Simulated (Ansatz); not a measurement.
# Cs on Ta(100): change of the work function, part 3 of 4

How does one ordered layer of Cs (top site) change the work function of Ta(100), and what dipole does each adsorbate carry?

Ansatz 0.2.0; plane-wave DFT, PBE, Ansatz PAW.

So far, work function, upper face (eV): step 2 (the clean slab) 3.77; step 3 (21 atoms, coverage 0.25 ML, cell 2x2) 1.54.

## Step 5: The covered slab, atoms frozen

This step: plane-wave DFT, PBE, Ansatz PAW (Ansatz 0.2.0).

To see where the charge goes, the covered slab, the bare substrate and the adsorbate layer are each run at the same frozen positions and on the same grid.

Input file input.yaml:

```yaml
crystal:
  lattice:
    - [6.62, 0.0, 0.0]
    - [0.0, 6.62, 0.0]
    - [0.0, 0.0, 28.8022521395]
  atoms:
    - { symbol: Ta, position: [0.0, 0.0, 0.3124755646] }
    - { symbol: Ta, position: [0.25, 0.25, 0.369936349] }
    - { symbol: Ta, position: [0.0, 0.0, 0.427562276] }
    - { symbol: Ta, position: [0.2513950163, 0.2513950163, 0.4863309535] }
    - { symbol: Ta, position: [0.0, 0.0, 0.5341696899] }
    - { symbol: Ta, position: [0.0, 0.5, 0.3124755646] }
    - { symbol: Ta, position: [0.25, 0.75, 0.369936349] }
    - { symbol: Ta, position: [0.0, 0.5, 0.4275802606] }
    - { symbol: Ta, position: [0.2513950163, 0.7486049837, 0.4863309535] }
    - { symbol: Ta, position: [0.0, 0.5, 0.5373593268] }
    - { symbol: Ta, position: [0.5, 0.0, 0.3124755646] }
    - { symbol: Ta, position: [0.75, 0.25, 0.369936349] }
    - { symbol: Ta, position: [0.5, 0.0, 0.4275802606] }
    - { symbol: Ta, position: [0.7486049837, 0.2513950163, 0.4863309535] }
    - { symbol: Ta, position: [0.5, 0.0, 0.5373593268] }
    - { symbol: Ta, position: [0.5, 0.5, 0.3124755646] }
    - { symbol: Ta, position: [0.75, 0.75, 0.369936349] }
    - { symbol: Ta, position: [0.5, 0.5, 0.4277005836] }
    - { symbol: Ta, position: [0.7486049837, 0.7486049837, 0.4863309535] }
    - { symbol: Ta, position: [0.5, 0.5, 0.5381247512] }
    - { symbol: Cs, position: [0.0, 0.0, 0.6586447741] }
kpoints:
  mp_grid: { grid: [5, 5, 1] }
hamiltonian:
  xc: pbe
scf:
  occupations: { method: fermi_dirac, width: 0.1 }
  convergence: { dr2_threshold: 1.0e-08 }
efield:
  axis: 3
  dipole_correction: true
  ramp_position: 0.97
  ramp_width: 0.06
output:
  write_potential: true
  write_density: true
  volumetric_format: npy
```

Command:

```bash
$ ansatz run input.yaml --threads 4 --pin off --max-ram 6144MiB --backend cpu --events-out ev --progress --plain --runs-dir out
```

Output:

```text
[...]
Crystal: 21 atoms, lattice volume = 1262.241 Å³
Basis set: ecut = 420 eV, 24641 PW (Γ)
Bands: 162, of which v1, the nominal top of the filled ones, is band 135 counted from 1 (134 counted from 0)
Symmetry: 8 space group operations
[...]
k-points: 6 of 25
[...]
SCF iter   1: F=—  HF=-204303.119245 eV  |F-HF|=—  |Δ(HF+E_count)|=         —  Δρ=6.24e-3  dr2=1.82e1  ethr=1.77e-3  p=0.977 e·Å  D=1.40e-1 V/Å  ΔV_dip=-4.03 eV  dr2_dipole=1.69e1  V_vac-E_F(+/−)=0.09/4.12 eV  ⟨swp⟩=18.0  Hψ=5284  notcnv=0  defer=5
[...]
SCF iter  12: F=-204302.368570 eV  HF=-204302.368570 eV  |F-HF|=1.98e-9  |Δ(HF+E_count)|=   1.48e-8  Δρ=3.53e-7  dr2=5.62e-9  ethr=3.72e-12  p=0.589 e·Å  D=8.44e-2 V/Å  ΔV_dip=-2.43 eV  dr2_dipole=6.89e-10  V_vac-E_F(+/−)=1.54/3.97 eV  ⟨swp⟩=12.7  Hψ=3911  notcnv=0
SCF 1 converged in 12 iterations: F = -204302.368570 eV  dr2 = 5.62e-9
[...]
SCF converged after 12 iterations
Free energy (F): -204302.368570 eV
[...]
Internal energy: -204301.706530 eV  (E = F + TS)
E sigma→0 (E₀):  -204302.037550 eV
Entropy (-TS):   -0.662040 eV (-31.526 meV/atom)
Fermi energy:    3.980711 eV
Dipole field:    D = 0.084386 V/Å  (p = 0.588641 e·Å, saw-weighted, corrected)
Work function:   Φ+ = 1.5378 eV   Φ− = 3.9683 eV
[...]
--- Band table (eV; the first three rows and the last of 6) ---
  k-point 0: bands = [... 131 lower, 3.8787, 3.8934, 4.3952, 4.3952, 4.4353, 4.4353, 4.4955, 4.5467, ... 23 higher]
  k-point 1: bands = [... 131 lower, 3.8248, 3.9928, 4.0155, 4.2064, 4.2064, 4.2866, 4.4621, 4.5189, ... 23 higher]
  k-point 2: bands = [... 131 lower, 3.7035, 3.8127, 3.8282, 4.0692, 4.1480, 4.1680, 4.2656, 4.2913, ... 23 higher]
  k-point 5: bands = [... 131 lower, 3.1954, 3.2852, 3.2939, 3.4385, 3.7271, 4.2565, 4.3131, 4.3154, ... 23 higher]
```

The job ended after 82 s (4 threads of Arm Neoverse V1, shared host; peak memory 4.1 GiB).

This step gave:

| Item | Value |
| --- | --- |
| energy at zero smearing | -204302.0375 eV |
| work function, upper face | 1.538 eV |
| work function, lower face | 3.968 eV |
| dipole along the normal | 0.5886 e·Å |
| step between the vacuum levels | -2.431 eV |

The work function of the upper face is 1.54 eV.

## Step 6: The substrate alone

System of this step: Cs/Ta(100), substrate alone, atoms held. The cell holds 20 atoms: 20 Ta. Cell: a = 6.620 Å, b = 6.620 Å, c = 28.802 Å, α = 90.0°, β = 90.0°, γ = 90.0°. Vacuum lies along c.

The second part, atoms unmoved.

Changes to input.yaml since step 5:

```diff
@@ -26,3 +26,2 @@
     - { symbol: Ta, position: [0.5, 0.5, 0.5381247512] }
-    - { symbol: Cs, position: [0.0, 0.0, 0.6586447741] }
 kpoints:
```

Output:

```text
[...]
Crystal: 20 atoms, lattice volume = 1262.241 Å³
Basis set: ecut = 420 eV, 24641 PW (Γ)
Bands: 156, of which v1, the nominal top of the filled ones, is band 130 counted from 1 (129 counted from 0)
Symmetry: 8 space group operations
[...]
k-points: 6 of 25
[...]
SCF iter   1: F=—  HF=-198631.414823 eV  |F-HF|=—  |Δ(HF+E_count)|=         —  Δρ=7.75e-3  dr2=1.20e1  ethr=1.77e-3  p=-0.026 e·Å  D=-3.68e-3 V/Å  ΔV_dip=0.11 eV  dr2_dipole=6.46e-1  V_vac-E_F(+/−)=4.15/4.04 eV  ⟨swp⟩=12.8  Hψ=4825  notcnv=0
[...]
SCF iter  10: F=-198630.954991 eV  HF=-198630.954991 eV  |F-HF|=2.24e-9  |Δ(HF+E_count)|=   2.70e-8  Δρ=4.48e-7  dr2=6.11e-9  ethr=3.85e-12  p=0.048 e·Å  D=6.87e-3 V/Å  ΔV_dip=-0.20 eV  dr2_dipole=3.38e-10  V_vac-E_F(+/−)=3.76/3.96 eV  ⟨swp⟩=24.0  Hψ=3097  notcnv=0
SCF 1 converged in 10 iterations: F = -198630.954991 eV  dr2 = 6.11e-9
[...]
SCF converged after 10 iterations
Free energy (F): -198630.954991 eV
[...]
Internal energy: -198630.343198 eV  (E = F + TS)
E sigma→0 (E₀):  -198630.649094 eV
Entropy (-TS):   -0.611793 eV (-30.590 meV/atom)
Fermi energy:    2.790412 eV
Dipole field:    D = 0.006865 V/Å  (p = 0.047885 e·Å, saw-weighted, corrected)
Work function:   Φ+ = 3.7632 eV   Φ− = 3.9610 eV
[...]
--- Band table (eV; the first three rows and the last of 6) ---
  k-point 0: bands = [... 126 lower, 2.7093, 2.7093, 2.8204, 3.2474, 3.2474, 3.2986, 3.2986, 3.3669, ... 22 higher]
  k-point 1: bands = [... 126 lower, 2.6402, 2.7666, 2.8379, 2.8650, 3.0254, 3.1033, 3.1581, 3.3108, ... 22 higher]
  k-point 2: bands = [... 126 lower, 2.5209, 2.5936, 2.6362, 2.6438, 2.8955, 2.9819, 3.1037, 3.1138, ... 22 higher]
  k-point 5: bands = [... 126 lower, 1.9564, 2.0186, 2.1207, 2.1284, 2.2645, 2.5485, 3.1591, 3.1619, ... 22 higher]
```

Elapsed: 66 s, on 4 threads; peak memory 3.9 GiB; 4.3 min of CPU time.

Numbers from this step:

```yaml
energy_at_zero_smearing: -198630.6491 eV
work_function_upper_face: 3.763 eV
work_function_lower_face: 3.961 eV
dipole_along_the_normal: 0.04788 e·Å
step_between_the_vacuum_levels: -0.1977 eV
```

The work function of the upper face is 3.76 eV.

## Step 7: The adsorbate layer alone

System of this step: Cs/Ta(100), adsorbate layer alone, atoms held. The cell holds 1 atom: 1 Cs. Cell: a = 6.620 Å, b = 6.620 Å, c = 28.802 Å, α = 90.0°, β = 90.0°, γ = 90.0°. Vacuum lies along c.

The third part; a free layer of atoms may carry a moment, so spin is on.

input.yaml, the sections that differ from step 6:

```yaml
crystal:
  lattice:
    - [6.62, 0.0, 0.0]
    - [0.0, 6.62, 0.0]
    - [0.0, 0.0, 28.8022521395]
  atoms:
    - { symbol: Cs, position: [0.0, 0.0, 0.6586447741], spin: 1.0 }
magnetization:
  spin_polarized: true
# kpoints, hamiltonian, scf, efield, output: as in step 6
```

Output:

```text
[...]
Crystal: 1 atoms, lattice volume = 1262.241 Å³
Basis set: ecut = 420 eV, 24641 PW (Γ)
Bands: 9, of which v1, the nominal top of the filled ones, is band 5 counted from 1 (4 counted from 0)
Symmetry: 8 space group operations
k-points: 6 of 25
[...]
Starting moments: Σ|m| = 1 μB on 1 of 1 site
[...]
SCF iter   1: F=—  HF=-5670.214046 eV  |F-HF|=—  |Δ(HF+E_count)|=         —  Δρ=3.73e-3 (↑3.73e-3 ↓3.20e-3)  dr2=3.38e-2  dr2_m=1.39e-1  M=0.115 μB ∫|m|=0.116 μB  β_m=0.30  ethr=3.61e-4  p=0.000 e·Å  D=3.87e-9 V/Å  ΔV_dip=-0.00 eV  dr2_dipole=4.17e-11  V_vac-E_F(+/−)=2.12/2.12 eV  ⟨swp⟩=1.4  Hψ=1436  notcnv=0
[...]
spin=Collinear: LDOS preconditioning applied to the charge; magnetization (m = ρ↑ − ρ↓) channel mixes plain (no charge-response kernel on spin).
SCF iter   2: F=—  HF=-5670.282104 eV  |F-HF|=—  |Δ(HF+E_count)|=   6.81e-2  Δρ=2.62e-3 (↑2.62e-3 ↓2.30e-3)  dr2=2.09e-2  dr2_m=6.96e-2  M=0.093 μB ∫|m|=0.093 μB  β_m=0.30  ethr=3.61e-4  p=0.000 e·Å  D=1.09e-6 V/Å  ΔV_dip=-0.00 eV  dr2_dipole=5.55e-10  V_vac-E_F(+/−)=2.14/2.14 eV  ⟨swp⟩=2.3  Hψ=149  notcnv=0  κ⁻¹=1.0e0(r=1)
[...]
SCF iter   8: F=—  HF=-5670.354655 eV  |F-HF|=—  |Δ(HF+E_count)|=   1.12e-3  Δρ=3.14e-4 (↑3.14e-4 ↓3.14e-4)  dr2=3.08e-7  dr2_m=1.14e-3  M=0.026 μB ∫|m|=0.026 μB  β_m=0.38  ethr=1.55e-7  p=0.000 e·Å  D=2.61e-6 V/Å  ΔV_dip=-0.00 eV  dr2_dipole=3.08e-11  V_vac-E_F(+/−)=2.16/2.16 eV  ⟨swp⟩=2.3  Hψ=199  notcnv=0
[...]
spin-set hold released at iteration 8 (site moments contracting): the magnetisation degrees of freedom join the quasi-Newton model from the next iteration; the mixer history was flushed
SCF iter   9: F=—  HF=-5670.355325 eV  |F-HF|=—  |Δ(HF+E_count)|=   6.70e-4  Δρ=2.00e-4 (↑1.99e-4 ↓2.00e-4)  dr2=2.13e-7  dr2_m=4.61e-4  M=0.021 μB ∫|m|=0.021 μB  β_m=0.57  ethr=3.42e-9  p=0.000 e·Å  D=2.82e-6 V/Å  ΔV_dip=-0.00 eV  dr2_dipole=1.22e-11  V_vac-E_F(+/−)=2.16/2.16 eV  ⟨swp⟩=3.0  Hψ=228  notcnv=0
density mixer auto → msr1: a metal under ldos (density of states about μ 0.83 of a free-electron gas's, 38 screened modes)
SCF iter  10: F=—  HF=-5670.355845 eV  |F-HF|=—  |Δ(HF+E_count)|=   5.20e-4  Δρ=8.70e-6 (↑8.53e-6 ↓8.70e-6)  dr2=4.69e-8  dr2_m=8.57e-7  M=0.007 μB ∫|m|=0.007 μB  β_m=0.79  ethr=2.36e-9  p=0.000 e·Å  D=3.24e-6 V/Å  ΔV_dip=-0.00 eV  dr2_dipole=2.23e-14  V_vac-E_F(+/−)=2.16/2.16 eV  ⟨swp⟩=3.9  Hψ=255  notcnv=0
[...]
SCF iter  14: F=-5670.355863 eV  HF=-5670.355863 eV  |F-HF|=1.13e-10  |Δ(HF+E_count)|=   2.98e-9  Δρ=1.82e-8 (↑1.34e-8 ↓1.82e-8)  dr2=2.59e-11  dr2_m=2.08e-12  M=0.000 μB ∫|m|=0.000 μB  ethr=1.36e-12  p=0.000 e·Å  D=3.30e-6 V/Å  ΔV_dip=-0.00 eV  dr2_dipole=3.95e-15  V_vac-E_F(+/−)=2.16/2.16 eV  ⟨swp⟩=3.7  Hψ=272  notcnv=0
SCF 1 converged in 14 iterations: F = -5670.355863 eV  dr2 = 2.59e-11
[...]
WARN: the starting moments were not kept: the SCF closed with an absolute magnetisation of 9.4e-6 μB, where they sum to 1 μB in size (1 site). That is at most 0.1 of that sum. Measured as dr2_m measures the in/out step, that magnetisation stands 1.1e-12 eV from none, at or under the dr2_threshold of 1.0e-8 eV: it is no larger than a step whose dr2_m would equal this threshold. The system may hold no moment; this SCF  [...]
[...]
SCF converged after 14 iterations
Magnetization: 0.0000 μB (4.5000 up, 4.5000 down)
Absolute magnetization: 0.0000 μB (∫|ρ↑−ρ↓|, with the PAW one-centre terms)
[...]
Per-site moments (μB) at R_I (Å): [(-1.355843e-7, 2.73075)]
Free energy (F): -5670.355863 eV
[...]
Internal energy: -5670.293565 eV  (E = F + TS)
E sigma→0 (E₀):  -5670.324714 eV
Entropy (-TS):   -0.062299 eV (-62.299 meV/atom)
Fermi energy:    -1.711164 eV
Dipole field:    D = 0.000003 V/Å  (p = 0.000023 e·Å, saw-weighted, corrected)
Work function:   Φ+ = 2.1619 eV   Φ− = 2.1620 eV
[...]
--- Band table (eV; the first three rows and the last of 12) ---
[...]
```

Wall time 9.6 s (4 threads); peak memory 1.2 GiB; 36 s of CPU time.

Numbers from this step:

- energy at zero smearing: -5670.3247 eV
- work function, upper face: 2.162 eV
- dipole along the normal: 2.32e-5 e·Å

At this spacing and smearing the free layer keeps no moment.

## Step 8: Density difference

This step: plane-wave DFT, PBE, Ansatz PAW; density difference on adsorption (Ansatz 0.2.0).

The densities of the parts are taken from that of the whole and averaged over planes; the first moment of what is left gives the step in the potential.

This step gave:

```
largest charge moved                 : 0.005434 e/Å²
potential step from the moved charge : -2.233 eV
```

The electron density difference oscillates, so the rows of the table below give means over 1 Å (shorter at the two ends). Its distinct maxima (Å: e/Å³): 12.4: 3.3e-4, 14.7: 5.2e-4, 17.0: 0.00646. Distinct minima: 14.1: -9.0e-4, 15.8: -0.00257, 18.4: -0.00208.

Planar mean, whole system less its parts. The electron density difference by z; means over each step:

| z (Å) | electron density difference (e/Å³) |
| --- | --- |
| 4 | 5.2e-7 |
| 5 | 3.3e-6 |
| 6 | 1.7e-5 |
| 7 | 3.5e-5 |
| 8 | -7.1e-5 |
| 9 | 1.7e-5 |
| 10 | -1.8e-5 |
| 11 | 2.0e-5 |
| 12 | 1.1e-4 |
| 13 | -1.0e-5 |
| 14 | -4.9e-4 |
| 15 | -2.7e-4 |
| 16 | -6.1e-4 |
| 17 | 0.00559 |
| 18 | 3.5e-4 |
| 19 | -0.00193 |
| 20 | -0.00109 |
| 21 | -0.00103 |
| 22 | -4.8e-4 |
| 23 | -1.3e-4 |
| 24 | -2.3e-5 |
| 25 | -2.6e-6 |
| 26 | 2.7e-7 |

Planar mean, whole system less its parts. The electrons moved below z by z:

```csv
z (Å),electrons moved below z (e/Å²)
4,3.0e-7
5,1.8e-6
6,1.0e-5
7,4.2e-5
8,3.2e-5
9,-2.3e-5
10,4.8e-6
11,4.9e-6
12,-6.4e-6
13,2.2e-4
14,-2.2e-4
15,-2.4e-4
16,-0.00182
17,0.00197
18,0.00541
19,0.00357
20,0.00206
21,0.00103
22,2.9e-4
23,5.7e-5
24,7.0e-6
25,-3.5e-7
26,-5.7e-7
27,-2.3e-7
```

(Part 3 of 4 ends here.)

[Long decimals in the printed logs are rounded to 6 places.]

[Logs are printed without paths, hosts, clocks, repeated set-up lines and the standing remarks that a program may print on its own settings, such as how far it seeks lower states.]

[Hosts, paths, dates, database ids (printed as entryN), source tags and the programs' standing remarks are cut or masked in the printed files.]

[Maps of the electrostatic potential energy from Ansatz leave out the sawtooth potential of an applied field or a dipole correction, so their vacuum need not be flat; planar profiles and work functions include it.]
